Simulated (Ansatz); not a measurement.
# Pt(111) with 4 thermally displaced layers, 2x2: scattering by thermal displacements, part 2 of 2

How much do lattice vibrations at 300 K scatter the electrons of Pt? Layers with random displacements are laid between perfect leads, and the resistance is followed against their length.

Ansatz 0.2.0; Ansatz plane-wave DFT, PBE, PAW files; ballistic transport by layer matching (Landauer), zero bias; PAW set soft_1.

So far, open channels per spin nearest the Fermi level: step 2 (with 4 displaced layers) 6.89.

## (4) With 12 displaced layers

Each atom of 12 layers is moved at random, by amounts drawn from a normal law 0.0629 Å wide in each direction from the Debye model (240 K) at 300 K. A fresh draw is used; the growth of the resistance with length is what counts.

System of this step: Pt(111) with 12 thermally displaced layers, 2x2. The cell holds 72 atoms: 72 Pt. Its edges and angles: a = 5.546 Å, b = 5.546 Å, c = 40.757 Å, α = 90.0°, β = 90.0°, γ = 120.0°. It derives from Pt. Regions: lead, 24 atoms (24 Pt); scattering region, 48 atoms (48 Pt). The structure is stacked along c, and the current runs across the ab planes.

input.yaml

```yaml
crystal:
  lattice:
    - [5.5462627489, 0.0, 0.0]
    - [-2.7731313745, 4.8032044366, 0.0]
    - [0.0, 0.0, 40.7565411427]
  atoms:
    - { symbol: Pt, position: [0.0, 0.0, 0.0277777778] }
    - { symbol: Pt, position: [0.0, 0.5, 0.0277777778] }
    - { symbol: Pt, position: [0.5, 0.0, 0.0277777778] }
    - { symbol: Pt, position: [0.5, 0.5, 0.0277777778] }
    - { symbol: Pt, position: [0.1666666667, 0.3333333333, 0.0833333333] }
    - { symbol: Pt, position: [0.1666666667, 0.8333333333, 0.0833333333] }
    - { symbol: Pt, position: [0.6666666667, 0.3333333333, 0.0833333333] }
    - { symbol: Pt, position: [0.6666666667, 0.8333333333, 0.0833333333] }
    - { symbol: Pt, position: [0.3333333333, 0.1666666667, 0.1388888889] }
    - { symbol: Pt, position: [0.3333333333, 0.6666666667, 0.1388888889] }
    - { symbol: Pt, position: [0.8333333333, 0.1666666667, 0.1388888889] }
    - { symbol: Pt, position: [0.8333333333, 0.6666666667, 0.1388888889] }
    - { symbol: Pt, position: [0.9931875307, 0.9987881581, 0.1948326352] }
    - { symbol: Pt, position: [0.9835662049, 0.474816643, 0.1943329252] }
    - { symbol: Pt, position: [0.5096533742, 0.0141971094, 0.1953359816] }
    - { symbol: Pt, position: [0.487966181, 0.4905248813, 0.1975464248] }
    - { symbol: Pt, position: [0.1872328121, 0.3573091163, 0.2532853393] }
    - { symbol: Pt, position: [0.1599136051, 0.8383769788, 0.250706867] }
    - { symbol: Pt, position: [0.6765582558, 0.340427495, 0.250311733] }
    - { symbol: Pt, position: [0.6588060481, 0.813663775, 0.2497448165] }
    - { symbol: Pt, position: [0.3256826407, 0.1683173034, 0.3048342181] }
    - { symbol: Pt, position: [0.3457070575, 0.6773893676, 0.3060318108] }
    - { symbol: Pt, position: [0.8375262286, 0.1678834522, 0.3048646862] }
    - { symbol: Pt, position: [0.8282240223, 0.6601780547, 0.306154148] }
    - { symbol: Pt, position: [0.0039649141, 0.0076098114, 0.3590612524] }
    - { symbol: Pt, position: [0.00507273, 0.4900153752, 0.3599782494] }
    - { symbol: Pt, position: [0.4940738278, 0.992624608, 0.3615602635] }
    - { symbol: Pt, position: [0.4864901213, 0.4859992333, 0.3598061937] }
    - { symbol: Pt, position: [0.181830752, 0.3339127289, 0.4148653832] }
    - { symbol: Pt, position: [0.1565770251, 0.8129640954, 0.4194276371] }
    - { symbol: Pt, position: [0.6525168838, 0.3396007907, 0.4175053806] }
    - { symbol: Pt, position: [0.6521929438, 0.8372643195, 0.4182051188] }
    - { symbol: Pt, position: [0.3403428993, 0.1700836883, 0.473686503] }
    - { symbol: Pt, position: [0.3373596701, 0.6710708844, 0.4720267297] }
    - { symbol: Pt, position: [0.8343343893, 0.154342799, 0.4734437666] }
    - { symbol: Pt, position: [0.8204655712, 0.6523886826, 0.4727857338] }
    - { symbol: Pt, position: [0.0254883661, 0.0125895417, 0.5269822254] }
    - { symbol: Pt, position: [0.0049410567, 0.4940538482, 0.5275864387] }
    - { symbol: Pt, position: [0.4858474065, 0.9696647849, 0.5280734039] }
    - { symbol: Pt, position: [0.4837620816, 0.4908702008, 0.5255030659] }
    - { symbol: Pt, position: [0.1432987049, 0.3209848509, 0.5846070774] }
    - { symbol: Pt, position: [0.1853901439, 0.8330033678, 0.5850177649] }
    - { symbol: Pt, position: [0.6511588019, 0.3083032751, 0.583564627] }
    - { symbol: Pt, position: [0.668913571, 0.8277222194, 0.5837996095] }
    - { symbol: Pt, position: [0.3341730628, 0.1553636076, 0.6366104069] }
    - { symbol: Pt, position: [0.3294433819, 0.6639036265, 0.6383447947] }
    - { symbol: Pt, position: [0.8558211071, 0.1892567304, 0.6382460796] }
    - { symbol: Pt, position: [0.8474158108, 0.6789846035, 0.6399891574] }
    - { symbol: Pt, position: [0.009327858, 0.9949043213, 0.6955858289] }
    - { symbol: Pt, position: [0.0282127008, 0.5105209632, 0.6934880631] }
    - { symbol: Pt, position: [0.5151528864, 0.016526099, 0.6950137221] }
    - { symbol: Pt, position: [0.5037129448, 0.5202008085, 0.6925162849] }
    - { symbol: Pt, position: [0.1722682834, 0.3331215753, 0.7481583944] }
    - { symbol: Pt, position: [0.1827691064, 0.8378876066, 0.7481998461] }
    - { symbol: Pt, position: [0.6706635712, 0.3276831569, 0.7470643491] }
    - { symbol: Pt, position: [0.6605814272, 0.8367835435, 0.750980772] }
    - { symbol: Pt, position: [0.3355060298, 0.1672579318, 0.8062806633] }
    - { symbol: Pt, position: [0.338645314, 0.6820744392, 0.8057848821] }
    - { symbol: Pt, position: [0.8402054784, 0.1737463856, 0.8039245394] }
    - { symbol: Pt, position: [0.8352980777, 0.6866776332, 0.8060728749] }
    - { symbol: Pt, position: [0.0, 0.0, 0.8611111111] }
    - { symbol: Pt, position: [0.0, 0.5, 0.8611111111] }
    - { symbol: Pt, position: [0.5, 0.0, 0.8611111111] }
    - { symbol: Pt, position: [0.5, 0.5, 0.8611111111] }
    - { symbol: Pt, position: [0.1666666667, 0.3333333333, 0.9166666667] }
    - { symbol: Pt, position: [0.1666666667, 0.8333333333, 0.9166666667] }
    - { symbol: Pt, position: [0.6666666667, 0.3333333333, 0.9166666667] }
    - { symbol: Pt, position: [0.6666666667, 0.8333333333, 0.9166666667] }
    - { symbol: Pt, position: [0.3333333333, 0.1666666667, 0.9722222222] }
    - { symbol: Pt, position: [0.3333333333, 0.6666666667, 0.9722222222] }
    - { symbol: Pt, position: [0.8333333333, 0.1666666667, 0.9722222222] }
    - { symbol: Pt, position: [0.8333333333, 0.6666666667, 0.9722222222] }
kpoints:
  mp_grid: { grid: [5, 5, 1] }
hamiltonian:
  xc: pbe
  pseudopotentials: { kind: paw, azcp: { folder: soft_1 } }
scf:
  occupations: { method: fermi_dirac, width: 0.1 }
output:
  transmission:
    leads: [[0, 4]]
    kmesh: [10, 10]
    e_range: [-0.05, 0.05]
    de: 0.05
  write_potential: true
  write_density: true
  volumetric_format: npy
```

Command:

```console
$ ansatz run input.yaml --threads 4 --pin off --max-ram 15360MiB --backend cpu --events-out ev --progress --plain --runs-dir out
```

Numbers of over 12 decimals in the logs are rounded to 6 here.

The program printed:

```text
[...]
Crystal: 72 atoms, lattice volume = 1085.747 Å³
Basis set: ecut = 420 eV, 21305 PW (Γ)
Bands: 778, of which v1, the nominal top of the filled ones, is band 648 counted from 1 (647 counted from 0)
Symmetry: 1 space group operations
[...]
k-points: 13 of 25 (time reversal used)
[...]
SCF iter   1: F=—  HF=-901799.554180 eV  |F-HF|=—  |Δ(HF+E_count)|=         —  Δρ=8.56e-2  dr2=7.90e1  ethr=3.10e-3  ⟨swp⟩=4.3  Hψ=29763  notcnv=0  defer=435
[...]
SCF iter  10: F=-901775.953682 eV  HF=-901775.953682 eV  |F-HF|=8.85e-9  |Δ(HF+E_count)|=   1.16e-9  Δρ=3.03e-7  dr2=8.94e-9  ethr=7.72e-12  ⟨swp⟩=8.0  Hψ=27516  notcnv=0
SCF 1 converged in 10 iterations: F = -901775.953682 eV  dr2 = 8.94e-9
[...]
transmission: 391 of 3900 steps passed
transmission: 781 of 3900 steps passed
[...]
transmission: 3900 of 3900 steps passed
SCF converged after 10 iterations
Free energy (F): -901775.953682 eV
[...]
Internal energy: -901771.915654 eV  (E = F + TS)
E sigma→0 (E₀):  -901773.934668 eV
Entropy (-TS):   -4.038029 eV (-56.084 meV/atom)
Fermi energy:    23.433190 eV
[...]
--- Band table (eV; the first three rows and the last of 13) ---
  k-point 0: bands = [... 644 lower, 23.6116, 23.6321, 23.6371, 23.6394, 23.6500, 23.6561, 23.6739, 23.6975, ... 126 higher]
  k-point 1: bands = [... 644 lower, 23.4226, 23.4291, 23.4371, 23.4428, 23.4491, 23.4830, 23.4862, 23.5230, ... 126 higher]
  k-point 2: bands = [... 644 lower, 23.4261, 23.4418, 23.4872, 23.5096, 23.5132, 23.5190, 23.5248, 23.5266, ... 126 higher]
  k-point 12: bands = [... 644 lower, 23.3462, 23.3540, 23.4083, 23.4185, 23.4293, 23.4363, 23.4427, 23.4535, ... 126 higher]
--- Transmission ---
  basis      : 241 plane waves across, 75 finite elements along
  points     : 52, standing for a mesh of 10 x 10
[...]
channels       : 6.890000e0 a spin
[...]
junction   : crystal 0 to crystal 0, 0.70 to 39.19 Å
    transmission   : 4.649600e0 a spin
[...]
```

Elapsed: 29 min, on 4 threads of Arm Neoverse V1, shared host; peak memory 8.4 GiB; 1.8 h of CPU time.

Numbers from this step:

```yaml
free_energy: -901775.9537 eV
energy_at_zero_smearing: -901773.9347 eV
transmission_per_spin_nearest_the_fermi_level: 4.650
step_of_the_lead_s_potential: 4.9 meV
```

Per spin. Transmission, zone mean against energy, zero at the Fermi level:

| energy (eV) | transmission, zone mean |
| --- | --- |
| -0.0500 | 4.85 |
| 0.0000 | 4.65 |
| 0.0500 | 4.56 |

Over the solved energies the transmission per spin lies between 4.56 and 4.85, out of 6.71 channels of the lead on average (up to 7.04).

## (5) Resistance against length

This step: Ansatz plane-wave DFT, PBE, PAW files; ballistic transport by layer matching (Landauer), zero bias; resistivity from the slope of the area resistance; PAW set soft_1 (Ansatz 0.2.0).

This step gave:

```yaml
resistivity: 8.405 µΩ cm
intercept: 0.002607 fΩ m²
scatter_about_the_fit: 0.01322 fΩ m²
```

Resistance, by row:

| run | length (Å) | T | channels N | RA (fΩ m²) |
| --- | --- | --- | --- | --- |
| n4 | 9.057 | 5.943 | 6.753 | 0.06939 |
| n8 | 18.11 | 5.036 | 6.753 | 0.1736 |
| n12 | 27.17 | 4.686 | 6.713 | 0.2216 |

Area resistance against length of the displaced region:

| length of the displaced region (Å) | area resistance (fΩ m²) |
| --- | --- |
| 9.06 | 0.0694 |
| 18.11 | 0.174 |
| 27.17 | 0.222 |

The area resistance goes from 0.069 to 0.22 fΩ m² between 9.1 and 27.2 Å, a slope of 8.4 µΩ cm.

By hand from the end points: (0.2216 − 0.06939) fΩ m² / (27.17 − 9.06) Å = 8.4 µΩ cm, since 1 fΩ m² per Å is 1000 µΩ cm.

## (6) What came out

```json
{"resistivity from the slope": "8.41 µΩ cm", "area resistance over 9.06 Å": "0.0694 fΩ m²", "area resistance over 18.1 Å": "0.174 fΩ m²", "area resistance over 27.2 Å": "0.222 fΩ m²"}
```

What this shows: The slope gives 8.4 µΩ cm. The points scatter by 0.013 fΩ m² about the line, with one random draw a length in a 2x2 cell, so the slope is a rough value. The mean square of the displacements drawn is 0.75, 0.94 and 0.81 of the nominal one at the three lengths; with each resistance scaled back by that, the slope is 10 µΩ cm, the value used below. Read with a model of isotropic scattering on a spherical Fermi surface and the lead's 2.0×10¹⁵ S/m², this slope means a mean free path near 41 Å; over these lengths the model's slope is 1.06 times its bulk resistivity, which would be 9.4 µΩ cm. Uncorrelated displacements put too much weight on short waves, which scatter strongly; with the sideways repeat of a small cell, one draw and three short lengths, the method is good to a factor of two or three. The measured value is 10.8 µΩ cm (CRC Handbook of Chemistry and Physics, 84th ed., 2003, Electrical Resistivity of Pure Metals); the scaled slope is 0.93 times that and the corrected value 0.87: fair for so small a cell. Spin-orbit coupling is left out, which matters for Pt.

[Logs are printed without paths, hosts, clocks, repeated set-up lines and the standing remarks that a program may print on its own settings, such as how far it seeks lower states.]

[Hosts, paths, dates, database ids (printed as entryN), source tags and the programs' standing remarks are cut or masked in the printed files.]
